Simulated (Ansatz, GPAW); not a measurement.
# 1T-NiSTe monolayer: work function by functional and basis, part 2 of 2

Aim: the work function of both faces of 1T-NiSTe monolayer, and its spread over functionals and bases.

GPAW 26.7.0 and Ansatz 0.2.0; Ansatz plane waves; layer without images along its normal, relaxation of atoms and in-plane cell (the session's first sound run).

So far. Step 2 (Relaxation): The relaxation lowered the energy of the cell by 0.120 eV.

## 3. Plane waves, PBE

With the geometry fixed, the planar mean of the potential gives the vacuum level on each side.

This step: GPAW, PAW setups; slab in vacuum (GPAW 26.7.0).

The cell differs from the one that the last finished run ended in (c 28.483 → 18.618 Å).

The input, run.py:

```python
import json
import numpy as np
from ase import Atoms
from gpaw import GPAW, PW

slab = Atoms(
    ['Te', 'Ni', 'S'],
    positions=[
        [1.76099, 1.01671, 8.00000],
        [-0.00000, 0.00000, 9.53937],
        [-0.00000, 2.03341, 10.61773]],
    cell=[[3.52198, -0.0, 0.0], [-1.76099, 3.05012, -0.0], [0.0, -0.0, 18.6177]],
    pbc=[True, True, False])

slab.calc = GPAW(mode=PW(400), xc='PBE', kpts={'size': (9, 9, 1), 'gamma': True},
                 occupations={'name': 'fermi-dirac', 'width': 0.05}, nbands='140%',
                 convergence={'density': 1e-05}, maxiter=200,
                 poissonsolver={'dipolelayer': 'xy'},
                 symmetry={'tolerance': 1e-3}, txt='slab.txt')
result = {}
energy = slab.get_potential_energy()
fermi = slab.calc.get_fermi_level()
v = slab.calc.get_electrostatic_potential().mean((0, 1)) - fermi
n = slab.calc.get_pseudo_density().mean((0, 1))
L = slab.cell[2, 2]
z = np.arange(len(v)) * L / len(v)
low, high = slab.positions[:, 2].min(), slab.positions[:, 2].max()
below, above = np.interp([low - 5.8, high + 5.8], z, v)
slopes = [np.interp(x, z, np.gradient(v, z)) for x in (low - 5.8, high + 5.8)]
eps = np.array([[slab.calc.get_eigenvalues(k, s) for k in range(len(slab.calc.get_ibz_k_points()))]
                for s in range(slab.calc.get_number_of_spins())]) - fermi
top, bottom = eps[eps < 0].max(), eps[eps > 0].min()
dipole = slab.get_dipole_moment()[2]
print(f'energy {energy:.4f} eV, Fermi level {fermi:.4f} eV, dipole {dipole:.5f} e A')
print(f'potential 5.8 A off the faces, from the Fermi level: lower {below:.4f} eV, upper {above:.4f} eV')
print(f'slope of the potential there: lower {slopes[0]:.5f}, upper {slopes[1]:.5f} eV/A')
print(f'nearest levels on the mesh: {top:.4f} and {bottom:.4f} eV')
print('magnetic moment', round(slab.get_magnetic_moment(), 3))
result.update(energy=energy, fermi=fermi, dipole=dipole, below=below, above=above, slopes=slopes, edges=[top, bottom],
              z=z.tolist(), v=v.tolist(), n=n.tolist(), positions=slab.positions.tolist(),
              forces=slab.get_forces(apply_constraint=False).tolist(), moments=slab.get_magnetic_moments().tolist())
json.dump(result, open('result.json', 'w'))
```

Run with:

```sh
$ OMP_NUM_THREADS=1 OPENBLAS_NUM_THREADS=1 python run.py
```

Numbers of over 12 decimals in the logs are rounded to 6 here.

What it wrote:

```text
energy -14.9266 eV, Fermi level -1.5228 eV, dipole -0.08767 e A
potential 5.8 A off the faces, from the Fermi level: lower 4.3637 eV, upper 5.8374 eV
slope of the potential there: lower -0.00028, upper -0.00033 eV/A
nearest levels on the mesh: -0.1098 and 0.0046 eV
magnetic moment 0.0
```

Wall time 24 s (1 thread of Intel Xeon Platinum 8488C (Sapphire Rapids), shared host); peak memory 0.19 GiB.

This step gave:

```
dipole along the normal                    : -0.08767 e·Å
levels nearest the Fermi level on the mesh : -0.1098, 0.004572 eV from the Fermi level
upper work function                        : 5.837 eV
lower work function                        : 4.364 eV
```

Electrostatic potential energy of an electron (without an applied field's), less the Fermi level, planar mean against z:

z (Å), electrostatic potential energy of an electron (without an applied field's), less the Fermi level, planar mean (eV) and a bar from the least value:
```
        0        5.1 #############################
        1        4.4 ############################
        2        4.4 ############################
        3        4.4 ############################
        4        4.4 ############################
        5        4.3 ############################
        6        4.1 ############################
        7        0.2 ########################
        8      -21.3 
        9       -5.1 ##################
       10       -7.4 ###############
       11       -5.7 #################
       12        5.3 #############################
       13        5.8 ##############################
       14        5.8 ##############################
       15        5.8 ##############################
       16        5.8 ##############################
       17        5.8 ##############################
       18        5.8 ##############################
```

The pseudo valence density, planar mean by z:

```
z (Å)  pseudo valence density, planar mean (e/Å³)
 0.00                                           0
 0.62                                           0
 1.24                                           0
 1.86                                           0
 2.48                                           0
 3.10                                      6.8e-6
 3.72                                      2.7e-5
 4.34                                      1.4e-4
 5.17                                     0.00120
 5.79                                     0.00637
 6.41                                      0.0346
 7.03                                       0.163
 7.65                                       0.261
 8.27                                       0.257
 8.90                                       0.433
 9.52                                        2.02
10.14                                       0.590
10.76                                       0.345
11.38                                       0.186
12.00                                      0.0312
12.62                                     0.00449
13.24                                      6.9e-4
14.07                                      6.1e-5
14.69                                      1.2e-5
15.31                                           0
15.93                                           0
16.55                                           0
17.17                                           0
17.79                                           0
18.41                                           0
```

Force by atom:

```csv
atom,x (eV/Å),y (eV/Å),z (eV/Å),size
Te1,0.000,0.000,0.057,0.057
Ni2,0.000,0.000,-0.135,0.135
S3,0.000,0.000,0.078,0.078
```

The potential is flat to 3.3e-4 eV/Å where it is read, so the vacuum is wide enough. The geometry is the other program's minimum; here the largest force on a free atom is 0.14 eV/Å.

## 4. Self-consistent run: xc = "RPBE"

The same geometry under RPBE, to see how far the functional moves the levels against the vacuum.

Changes to run.py since step 3:

```diff
@@ -14,3 +14,3 @@
 
-slab.calc = GPAW(mode=PW(400), xc='PBE', kpts={'size': (9, 9, 1), 'gamma': True},
+slab.calc = GPAW(mode=PW(400), xc='RPBE', kpts={'size': (9, 9, 1), 'gamma': True},
                  occupations={'name': 'fermi-dirac', 'width': 0.05}, nbands='140%',
```

What it wrote:

```text
energy -13.7901 eV, Fermi level -1.4251 eV, dipole -0.08917 e A
potential 5.8 A off the faces, from the Fermi level: lower 4.2557 eV, upper 5.7547 eV
slope of the potential there: lower -0.00030, upper -0.00034 eV/A
nearest levels on the mesh: -0.1122 and 0.0053 eV
magnetic moment 0.0
```

Wall time 24 s (1 thread); peak memory 0.19 GiB.

Numbers from this step:

- dipole along the normal: -0.08917 e·Å
- levels nearest the Fermi level on the mesh: -0.1122, 0.005320 eV from the Fermi level
- upper work function: 5.755 eV
- lower work function: 4.256 eV

The electrostatic potential energy of an electron (without an applied field's), less the Fermi level, planar mean by z:

```csv
z (Å),"electrostatic potential energy of an electron (without an applied field's), less the Fermi level, planar mean (eV)"
0,5.01
1,4.26
2,4.26
3,4.26
4,4.25
5,4.23
6,3.97
7,0.103
8,-21.4
9,-5.19
10,-7.49
11,-5.82
12,5.16
13,5.72
14,5.75
15,5.75
16,5.75
17,5.75
18,5.75
```

Pseudo valence density, planar mean against z:

| z (Å) | pseudo valence density, planar mean (e/Å³) |
| --- | --- |
| 4 | 6.6e-5 |
| 5 | 8.1e-4 |
| 6 | 0.0111 |
| 7 | 0.153 |
| 8 | 0.129 |
| 9 | 0.585 |
| 10 | 0.837 |
| 11 | 0.336 |
| 12 | 0.0308 |
| 13 | 0.00149 |
| 14 | 8.5e-5 |

Force by atom:

| atom | x (eV/Å) | y (eV/Å) | z (eV/Å) | size |
| --- | --- | --- | --- | --- |
| Te1 | 0.000 | 0.000 | -0.179 | 0.179 |
| Ni2 | 0.000 | 0.000 | -0.139 | 0.139 |
| S3 | 0.000 | 0.000 | 0.319 | 0.319 |

The upper face's work function is 5.755 eV, against 5.837 eV in the first plane-wave PBE run at this geometry.

## 5. Self-consistent run: xc = "revPBE"

The same geometry under revPBE, to see how far the functional moves the levels against the vacuum.

Changes to run.py since step 4:

```diff
@@ -14,3 +14,3 @@
 
-slab.calc = GPAW(mode=PW(400), xc='RPBE', kpts={'size': (9, 9, 1), 'gamma': True},
+slab.calc = GPAW(mode=PW(400), xc='revPBE', kpts={'size': (9, 9, 1), 'gamma': True},
                  occupations={'name': 'fermi-dirac', 'width': 0.05}, nbands='140%',
```

What it wrote:

```text
energy -13.9582 eV, Fermi level -1.4319 eV, dipole -0.08849 e A
potential 5.8 A off the faces, from the Fermi level: lower 4.2590 eV, upper 5.7465 eV
slope of the potential there: lower -0.00029, upper -0.00033 eV/A
nearest levels on the mesh: -0.1092 and 0.0045 eV
magnetic moment 0.0
```

Run time: 23 s. Hardware: 1 thread; peak memory 0.19 GiB.

Numbers from this step:

- dipole along the normal: -0.08849 e·Å
- levels nearest the Fermi level on the mesh: -0.1092, 0.004543 eV from the Fermi level
- upper work function: 5.746 eV
- lower work function: 4.259 eV

The upper face's work function is 5.746 eV, against 5.837 eV in the first plane-wave PBE run at this geometry.

## 6. Self-consistent run: xc = "vdW-DF2"

The same geometry under vdW-DF2, to see how far the functional moves the levels against the vacuum (the van der Waals functionals take revPBE setups).

Changes to run.py since step 5:

```diff
@@ -14,3 +14,3 @@
 
-slab.calc = GPAW(mode=PW(400), xc='revPBE', kpts={'size': (9, 9, 1), 'gamma': True},
+slab.calc = GPAW(mode=PW(400), xc='vdW-DF2', kpts={'size': (9, 9, 1), 'gamma': True},
                  occupations={'name': 'fermi-dirac', 'width': 0.05}, nbands='140%',
```

What it wrote:

```text
energy -198.7615 eV, Fermi level -1.7710 eV, dipole -0.09388 e A
potential 5.8 A off the faces, from the Fermi level: lower 4.6806 eV, upper 6.2590 eV
slope of the potential there: lower -0.00051, upper -0.00032 eV/A
nearest levels on the mesh: -0.1411 and 0.0174 eV
magnetic moment 0.0
```

Wall time 34 s (1 thread); peak memory 0.34 GiB.

This step gave:

```
dipole along the normal                    : -0.09388 e·Å
levels nearest the Fermi level on the mesh : -0.1411, 0.01743 eV from the Fermi level
upper work function                        : 6.259 eV
lower work function                        : 4.681 eV
```

The upper face's work function is 6.259 eV, against 5.837 eV in the first plane-wave PBE run at this geometry.

## 7. Real-space grid: mode = "fd"

A real-space grid is a second complete basis, so it checks the plane-wave result.

Changes to run.py since step 6:

```diff
@@ -3,3 +3,3 @@
 from ase import Atoms
-from gpaw import GPAW, PW
+from gpaw import GPAW
 
@@ -14,3 +14,3 @@
 
-slab.calc = GPAW(mode=PW(400), xc='vdW-DF2', kpts={'size': (9, 9, 1), 'gamma': True},
+slab.calc = GPAW(mode='fd', h=0.18, xc='PBE', kpts={'size': (9, 9, 1), 'gamma': True},
                  occupations={'name': 'fermi-dirac', 'width': 0.05}, nbands='140%',
```

What it wrote:

```text
energy -14.9691 eV, Fermi level -5.1017 eV, dipole -0.08730 e A
potential 5.8 A off the faces, from the Fermi level: lower 4.3661 eV, upper 5.8372 eV
slope of the potential there: lower -0.00004, upper 0.00001 eV/A
nearest levels on the mesh: -0.1102 and 0.0046 eV
magnetic moment 0.0
```

It took 56 s on 1 thread; peak memory 0.34 GiB.

This step gave:

```
dipole along the normal                    : -0.08730 e·Å
levels nearest the Fermi level on the mesh : -0.1102, 0.004594 eV from the Fermi level
upper work function                        : 5.837 eV
lower work function                        : 4.366 eV
```

The upper face's work function is 5.837 eV, against 5.837 eV in the first plane-wave PBE run at this geometry.

## 8. Atomic orbitals: mode = "lcao"

Atom-centred orbitals end a few angstrom from the surface, which tests how much the density's tail matters.

Changes to run.py since step 7:

```diff
@@ -14,4 +14,4 @@
 
-slab.calc = GPAW(mode='fd', h=0.18, xc='PBE', kpts={'size': (9, 9, 1), 'gamma': True},
-                 occupations={'name': 'fermi-dirac', 'width': 0.05}, nbands='140%',
+slab.calc = GPAW(mode='lcao', basis='dzp', h=0.18, xc='PBE', kpts={'size': (9, 9, 1), 'gamma': True},
+                 occupations={'name': 'fermi-dirac', 'width': 0.05}, nbands='120%',
                  convergence={'density': 1e-05}, maxiter=200,
```

What it wrote:

```text
energy -13.5942 eV, Fermi level -5.0064 eV, dipole -0.10423 e A
potential 5.8 A off the faces, from the Fermi level: lower 4.1283 eV, upper 5.8846 eV
slope of the potential there: lower 0.00000, upper 0.00000 eV/A
nearest levels on the mesh: -0.1204 and 0.0090 eV
magnetic moment 0.0
```

The job ended after 40 s (1 thread; peak memory 0.25 GiB).

Numbers from this step:

```yaml
dipole_along_the_normal: -0.1042 e·Å
levels_nearest_the_fermi_level_on_the_mesh: -0.1204, 0.008982 eV from the Fermi level
upper_work_function: 5.885 eV
lower_work_function: 4.128 eV
```

The upper face's work function is 5.885 eV, against 5.837 eV in the first plane-wave PBE run at this geometry.

## 9. The ladder

Times are for 1 thread of Intel Xeon Platinum 8488C (Sapphire Rapids), shared host. Results by setting:

```csv
no.,run,upper work function (eV),lower work function (eV),time,memory (GiB)
1,pw,5.837,4.364,24 s,0.19
2,RPBE,5.755,4.256,24 s,0.19
3,revPBE,5.746,4.259,23 s,0.19
4,vdW DF2,6.259,4.681,34 s,0.34
5,fd,5.837,4.366,56 s,0.34
6,lcao,5.885,4.128,40 s,0.25
```

## 10. A second plane-wave code

A second program with its own datasets checks the number independently.

This step: Ansatz plane waves; slab in vacuum with a dipole correction (Ansatz 0.2.0).

The input, input.yaml:

```yaml
crystal:
  lattice:
    - [3.5219761179, 0.0, 0.0]
    - [-1.7609880589, 3.0501207896, 0.0]
    - [0.0, 0.0, 28.4828811]
  atoms:
    - { symbol: Te, position: [0.6666666667, 0.3333333333, 0.276556226] }
    - { symbol: Ni, position: [0.0, 0.0, 0.3306017251] }
    - { symbol: S, position: [0.3333333333, 0.6666666667, 0.3684615381] }
kpoints:
  mp_grid: { grid: [9, 9, 1] }
hamiltonian:
  xc: pbe
scf:
  occupations: { method: fermi_dirac, width: 0.05 }
efield:
  axis: 3
  dipole_correction: true
  ramp_width: 0.05
output:
  forces: true
  write_potential: true
  write_density: true
  volumetric_format: npy
```

Run with:

```sh
$ ansatz run input.yaml --threads 4 --pin off --max-ram 8192MiB --backend cpu --events-out ev --progress --plain --runs-dir out
```

What it wrote:

```text
[...]
Crystal: 3 atoms, lattice volume = 305.976 Å³
Basis set: ecut = 420 eV, 5909 PW (Γ), exchange–correlation on 48×48×384 points (8 copies of the dense FFT grid, shifted against one another)
Bands: 24, of which v1, the nominal top of the filled ones, is band 20 counted from 1 (19 counted from 0)
Symmetry: 6 space group operations
[...]
k-points: 12 of 81 (time reversal used)
[...]
SCF iter   1: F=—  HF=-13722.147112 eV  |F-HF|=—  |Δ(HF+E_count)|=         —  Δρ=2.52e-3  dr2=1.07e-1  ethr=1.77e-3  p=-0.098 e·Å  D=-5.80e-2 V/Å  ΔV_dip=1.65 eV  dr2_dipole=1.47e-2  V_vac-E_F(+/−)=5.93/4.28 eV  ⟨swp⟩=10.6  Hψ=1796  notcnv=0
efield: sawtooth ramp at fractional position 0.7975 (placed from the atoms, in the widest stretch of the axis that holds none; the zero of the levels goes with the place), width 0.0500; the density the first Hamiltonian is built on has a dipole p = -0.098 e·Å; the dipole correction subtracts the counter field D = -5.80e-2 V/Å, which shifts the + side's vacuum level by +1.65 eV against the − side's; the planar-averaged density in the ramp window peaks in size at 5.1e-6 e/Å³
[...]
SCF iter   2: F=—  HF=-13722.140544 eV  |F-HF|=—  |Δ(HF+E_count)|=   6.57e-3  Δρ=1.01e-3  dr2=2.51e-3  ethr=2.68e-4  p=-0.090 e·Å  D=-5.31e-2 V/Å  ΔV_dip=1.51 eV  dr2_dipole=2.63e-5  V_vac-E_F(+/−)=5.88/4.37 eV  ⟨swp⟩=3.0  Hψ=445  notcnv=0
[...]
SCF iter   8: F=-13722.140903 eV  HF=-13722.140903 eV  |F-HF|=3.45e-8  |Δ(HF+E_count)|=   3.99e-7  Δρ=2.49e-6  dr2=1.27e-8  ethr=1.93e-10  p=-0.088 e·Å  D=-5.18e-2 V/Å  ΔV_dip=1.48 eV  dr2_dipole=6.29e-12  V_vac-E_F(+/−)=5.84/4.37 eV  ⟨swp⟩=9.4  Hψ=2107  notcnv=0
SCF 1 converged in 8 iterations: F = -13722.140903 eV  dr2 = 1.27e-8
[...]
WARN: The input density's exchange-correlation potential varies sharply where the density is thin. Do not read a vacuum level from v_tot or v_xc, or from such a field of the output density. On a cell that repeats whose density bears no net charge and no dipole along the vacuum's axis use v_es (v_loc + v_h of the components); under efield.dipole_correction with no amplitude use v_es + v_field, which holds any external [...]
SCF converged after 8 iterations
an eigenvalue changed by more than its tolerance at an iteration that met the thresholds in force, so the SCF went on 1 time: the last check found none over its tolerance
Free energy (F): -13722.140903 eV
[...]
Internal energy: -13722.121314 eV  (E = F + TS)
E sigma→0 (E₀):  -13722.131109 eV
Entropy (-TS):   -0.019589 eV (-6.530 meV/atom)
Fermi energy:    -2.046766 eV
Dipole field:    D = -0.051822 V/Å  (p = -0.087627 e·Å, saw-weighted, corrected)
Work function:   Φ+ = 5.8450 eV   Φ− = 4.3690 eV
Levels:          The Fermi level and band energies are counted from a zero that moves with the ramp; work functions are not
[...]
--- Forces (eV/Å), atoms counted from 1 ---
  atom   1  Te     0.00000000     0.00000000    -0.00044683
  atom   2  Ni     0.00000000    -0.00000000     0.00065262
  atom   3  S      0.00000000     0.00000000    -0.00021209
  max |Σ_I F_I| component: 6.30e-6 eV/Å
--- Band table (eV; the first three rows and the last of 12) ---
  k-point 0: bands = [... 16 lower, -4.1369, -2.5542, -1.6859, -1.6859, 0.1089, 0.1089, 1.6780, 2.6037]
  k-point 1: bands = [... 16 lower, -4.0835, -2.6648, -2.1460, -1.8965, -0.7565, -0.0536, 1.8964, 2.8209]
  k-point 2: bands = [... 16 lower, -4.1361, -3.3196, -2.4519, -2.4187, -1.7122, -0.3119, 2.4490, 3.3416]
  k-point 11: bands = [... 16 lower, -4.7893, -3.9868, -3.7324, -3.3798, -2.2075, -0.9673, 2.8862, 4.5347]
```

The job ended after 2.9 s (4 threads; peak memory 0.65 GiB; 9.9 s of CPU time).

In the SCF lines HF is the Harris–Foulkes energy and dr2 the Hartree energy of the density residual, in eV; the loop may stop once dr2 is under the threshold and the program's other checks hold. Hψ counts applications of the Hamiltonian.

Numbers from this step:

```
upper work function     : 5.845 eV
lower work function     : 4.369 eV
dipole along the normal : -0.08763 e·Å
dipole field            : -0.05182 V/Å
vacuum level above      : 3.798 eV
vacuum level below      : 2.322 eV
```

The electrostatic potential energy of an electron (with the applied field's), less the Fermi level, planar mean by z:

```csv
z (Å),"electrostatic potential energy of an electron (with the applied field's), less the Fermi level, planar mean (eV)"
0,4.37
1,4.37
2,4.37
3,4.37
4,4.37
5,4.34
6,3.97
7,-1.58
8,-0.831
9,-7.50
10,-8.51
11,-2.05
12,5.44
13,5.82
14,5.84
15,5.84
16,5.85
17,5.84
18,5.84
19,5.85
20,5.84
21,5.84
22,5.84
23,5.55
24,4.51
25,4.37
26,4.37
27,4.37
28,4.37
```

Valence density, planar mean against z:

z (Å), valence density, planar mean (e/Å³) and a bar:
```
        4       0.00 
        5       0.00 
        6       0.02 
        7       0.20 ####
        8       1.34 ##############################
        9       0.87 ####################
       10       0.63 ##############
       11       0.29 ######
       12       0.02 
       13       0.00 
       14       0.00
```

The upper face's work function is 5.845 eV, against 5.837 eV in the first plane-wave PBE run at this geometry.

## 11. Side by side

Results and costs are gathered.

This step: comparison of work functions, dipole and cost (GPAW 26.7.0).

Ladder, by row:

```csv
step,code,"work function, upper (eV)","work function, lower (eV)",dipole (e Å),wall time (s),peak memory (GiB),threads
pw,GPAW,5.837,4.364,-0.08767,24.26,0.19,1
RPBE,GPAW,5.755,4.256,-0.08917,23.55,0.19,1
revPBE,GPAW,5.747,4.259,-0.08849,22.89,0.19,1
vdW-DF2,GPAW,6.259,4.681,-0.09388,33.65,0.34,1
fd,GPAW,5.837,4.366,-0.0873,56.44,0.34,1
lcao,GPAW,5.885,4.128,-0.1042,39.82,0.25,1
ansatz,Ansatz,5.845,4.369,-0.08763,2.86,0.654,4
```

## 12. Outcome

| Property | Result |
| --- | --- |
| work function, upper and lower face | 5.837 and 4.364 eV |
| dipole along the normal | -0.0877 e Å |

What this shows: With plane waves and PBE the work function is 5.84 eV on the upper face and 4.36 eV on the lower. The two faces differ by 1.5 eV, the step that the slab's dipole makes (e p/(ε0 A) gives 1.5 eV), so the dipole layer is needed. Over the sound runs of the table the upper face's work function spans 5.747 (revPBE) to 6.259 eV (vdW-DF2). The two plane-wave codes differ by 0.0077 eV on the upper face. The runs had no spin polarisation, so a magnetic state, which thin layers of d-metal atoms can have, wasn't tested. The layer's cell and atoms come from the relaxation; spin-orbit coupling and temperature are left out.

[Logs are printed without paths, hosts, clocks, repeated set-up lines and the standing remarks that a program may print on its own settings, such as how far it seeks lower states.]

[Hosts, paths, dates, database ids (printed as entryN), source tags and the programs' standing remarks are cut or masked in the printed files.]
